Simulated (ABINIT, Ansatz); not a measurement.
# How the form of the self-energy moves the gap of H6PbCNCl3 (Pm), part 2 of 2

Aim: compare treatments of exchange, screening and correlation for the gap of H6PbCNCl3 (Pm).

ABINIT 10.8.3; PBEsol and many-body steps on it, plane waves. Known limits of the many-body steps: not at the basis limit; no spin-orbit coupling; coarse k mesh.

So far. Step 4 (G0W0, Godby-Needs plasmon pole): The gap on the mesh goes from 2.46 eV to 4.08 eV, a correction of +1.62 eV. Step 5 (G0W0, Engel-Farid plasmon pole): Against G0W0 in ABINIT (2×2×2 mesh, 167 bands, screening to 114.3 eV, Godby-Needs plasmon pole), the gap moves by +0.071 eV.

### Step 6. G0W0, Hybertsen-Louie plasmon pole

Level of this step: G0W0 on PBEsol, plane waves, norm-conserving pseudopotentials (ABINIT).

run.abi

```
acell 3*1.0 Angstrom
rprim 
  5.752832000000 0.000000000000 0.000000000000
  0.000000000000 5.764671000000 0.000000000000
  -0.002604000000 0.000000000000 5.855201000000
ntypat 5
znucl 1 82 6 7 17
natom 12
typat 1 1 1 1 1 1 2 3 4 5 5 5
xred 
  0.879476000000 0.500000000000 0.790423000000
  0.813252000000 0.344072000000 0.047387000000
  0.813252000000 0.655928000000 0.047387000000
  0.229661000000 0.354316000000 0.978538000000
  0.229661000000 0.645684000000 0.978538000000
  0.170957000000 0.500000000000 0.216412000000
  0.473988000000 0.000000000000 0.483874000000
  0.894268000000 0.500000000000 0.976848000000
  0.144932000000 0.500000000000 0.040731000000
  0.427891000000 0.000000000000 0.975558000000
  0.429192000000 0.500000000000 0.520036000000
  0.971826000000 0.000000000000 0.439660000000
pp_dirpath "pseudos"
pseudos "H.upf, Pb.upf, C.upf, N.upf, Cl.upf"
ecut 37
ngkpt 2 2 2
nshiftk 1
shiftk 0 0 0
kptopt 1
chksymbreak 0
istwfk *1
occopt 1
irdwfk 1
optdriver 4
nband 167
gwcalctyp 0
ecutsigx 37
symsigma 1
nkptgw 2
kptgw 
  0.5000000000 0.5000000000 0.5000000000
  0.0000000000 0.0000000000 0.0000000000
bdgw 
  28 31
  28 31
ecuteps 4.2
irdscr 1
ppmodel 2
indata_prefix "in"
outdata_prefix "out"
tmpdata_prefix "tmp"
```

Started as:

```bash
$ OMP_NUM_THREADS=1 mpirun -n 4 abinit run.abi > log
```

Numbers of over 12 decimals in the logs are rounded to 6 here.

The program printed:

```text
.Version 10.8.3 of ABINIT. v10.8.2 released Aug 2026.

 Symmetries : space group Pm (#  6); Bravais mP (primitive monocl.)
[... echo of the input left out ...]
== DATASET  1 ==================================================================
-   mpi_nproc: 4, omp_nthreads: 1 (-1 if OMP is not activated)

--- !DatasetInfo
iteration_state: {dtset: 1, }
dimensions: {natom: 12, nkpt: 8, mband: 167, nsppol: 1, nspinor: 1, nspden: 1, mpw: 14134, }
cutoff_energies: {ecut:  37.0, pawecutdg:  -1.0, }
[...]
Band     E0 <VxcDFT>   SigX SigC(E0)      Z dSigC/dE  Sig(E)    E-E0       E
[...]
30   5.101  -7.648  -3.631  -3.344   0.879  -0.137  -7.056   0.592   5.693
       31   6.045 -11.497  -6.923  -3.191   0.864  -0.158 -10.303   1.194   7.239

== END DATASET(S) ==============================================================
================================================================================

 -outvars: echo values of variables after computation  --------
           etotal      0.0000000000E+00
            nband         167
             nkpt           8
          spgroup           6
 [... the other variables as echoed above ...]

 Calculation completed.
```

The job ended after 41 s (4 MPI ranks of Arm Neoverse V1, shared host; peak memory 2.6 GiB).

This step gave:

```
G0W0 gap on the points computed              : 4.246 eV
starting gap on the mesh                     : 2.463 eV
k of the valence top                         : 0.5, 0.5, 0.5
k of the conduction bottom                   : 0.5, 0.5, 0.5
least direct G0W0 gap on the computed points : 4.246 eV
```

Against G0W0 in ABINIT (2×2×2 mesh, 167 bands, screening to 114.3 eV, Godby-Needs plasmon pole), the gap moves by +0.164 eV.

### Step 7. One-shot Hartree-Fock

This step: one-shot Hartree-Fock on PBEsol, plane waves, norm-conserving pseudopotentials.

Edit run.abi of step 6 so:

```diff
@@ -34,4 +34,4 @@
 optdriver 4
-nband 167
-gwcalctyp 0
+nband 33
+gwcalctyp 5
 ecutsigx 37
@@ -45,5 +45,4 @@
   28 31
-ecuteps 4.2
-irdscr 1
-ppmodel 2
+ixc_sigma 40
+fftgw 31
 indata_prefix "in"
```

The program printed:

```text
.Version 10.8.3 of ABINIT. v10.8.2 released Aug 2026.

 Symmetries : space group Pm (#  6); Bravais mP (primitive monocl.)
[... echo of the input left out ...]
== DATASET  1 ==================================================================
-   mpi_nproc: 4, omp_nthreads: 1 (-1 if OMP is not activated)

--- !DatasetInfo
iteration_state: {dtset: 1, }
dimensions: {natom: 12, nkpt: 8, mband: 33, nsppol: 1, nspinor: 1, nspden: 1, mpw: 14134, }
cutoff_energies: {ecut:  37.0, pawecutdg:  -1.0, }
[...]
Band     E0 <VxcDFT>   SigX SigC(E0)      Z dSigC/dE  Sig(E)    E-E0       E
[...]
30   5.101  -7.648  -3.631   0.000   1.000   0.000  -3.631   4.018   9.119
       31   6.045 -11.497  -6.923   0.000   1.000   0.000  -6.923   4.574  10.619

== END DATASET(S) ==============================================================
================================================================================

 -outvars: echo values of variables after computation  --------
           etotal      0.0000000000E+00
            nband          33
             nkpt           8
          spgroup           6
 [... the other variables as echoed above ...]

 Calculation completed.
```

The job ended after 6.1 s (4 MPI ranks; peak memory 0.56 GiB).

Numbers from this step:

| Quantity | Value |
| --- | --- |
| quasiparticle gap on the points computed | 9.217 eV |
| starting gap on the mesh | 2.463 eV |
| k of the valence top | 0.5, 0.5, 0.5 |
| k of the conduction bottom | 0.5, 0.5, 0.5 |
| least direct quasiparticle gap on the computed points | 9.217 eV |

Against G0W0 in ABINIT (2×2×2 mesh, 167 bands, screening to 114.3 eV, Godby-Needs plasmon pole), the gap moves by +5.135 eV.

### Step 8. Side by side

Times are wall times on 4 MPI ranks of Arm Neoverse V1, shared host, good to a factor of about two. A run's time includes the screening step that it read.

| run | mesh | bands | screening cutoff (eV) | DFT gap (eV) | gap on the mesh (eV) | direct (eV) | ε∞ used | time |
| --- | --- | --- | --- | --- | --- | --- | --- | --- |
| G0W0, Godby-Needs plasmon pole | 2×2×2 | 167 | 114.3 | 2.463 | 4.082 | 4.082 | 4.87 | 4.4 min |
| G0W0, Engel-Farid plasmon pole | 2×2×2 | 167 | 114.3 | 2.463 | 4.153 | 4.153 | 4.87 | 4 min |
| G0W0, Hybertsen-Louie plasmon pole | 2×2×2 | 167 | 114.3 | 2.463 | 4.246 | 4.246 | 4.87 | 4.3 min |
| one-shot Hartree-Fock | 2×2×2 | - | - | 2.463 | 9.217 | 9.217 | - | 6.1 s |

### Step 9. Outcome

| Item | Value |
| --- | --- |
| G0W0, Godby-Needs plasmon pole | 4.082 eV |
| G0W0, Engel-Farid plasmon pole | 4.153 eV |
| G0W0, Hybertsen-Louie plasmon pole | 4.246 eV |
| one-shot Hartree-Fock | 9.217 eV |
| known limits | not at the basis limit; no spin-orbit coupling; coarse k mesh |

G0W0, Engel-Farid plasmon pole: +0.071 eV against G0W0, Godby-Needs plasmon pole. G0W0, Hybertsen-Louie plasmon pole: +0.164 eV against G0W0, Godby-Needs plasmon pole. One-shot Hartree-Fock: +5.135 eV against G0W0, Godby-Needs plasmon pole. Bare exchange alone opens the gap to 9.22 eV; against G0W0, correlation takes back 5.14 eV. Bands and cutoff are finite, so the gap is not at the basis limit. The miss can reach some tenths of an eV and take either sign; the mesh is an error of its own. In the G0W0 runs levels were corrected at 2 k points alone, so a gap called «on the mesh» is the least over those, and an edge elsewhere would be missed. The 2×2×2 mesh is coarse for this cell, which bears on the long-range parts of exchange and screening. Where an edge is built on 6p states of lead, bismuth or thallium, scalar-relativistic gaps usually stand too wide, by a few tenths to over one eV. The many-body steps are scalar-relativistic: spin-orbit coupling is not in them.

[Paths, hosts, dates, memory and timing lines, banners, echoed tables and standing remarks are left out of the program output.]

[Logs are printed without paths, hosts, clocks, repeated set-up lines and the standing remarks that a program may print on its own settings, such as how far it seeks lower states.]

[Runs of the session that timed out or met a known fault of the program may be left out.]

[Hosts, paths, dates, database ids (printed as entryN), source tags and the programs' standing remarks are cut or masked in the printed files.]

[G0W0 gaps are taken among the corrected bands and points alone; a level outside them can change the order at an edge.]

[Where Ansatz stands beside ABINIT at settings called matched, ABINIT's density can come from a denser mesh and the files from another edition; pairs whose starting gaps differed by over 0.03 eV were left out, so agreement reads better than it is.]
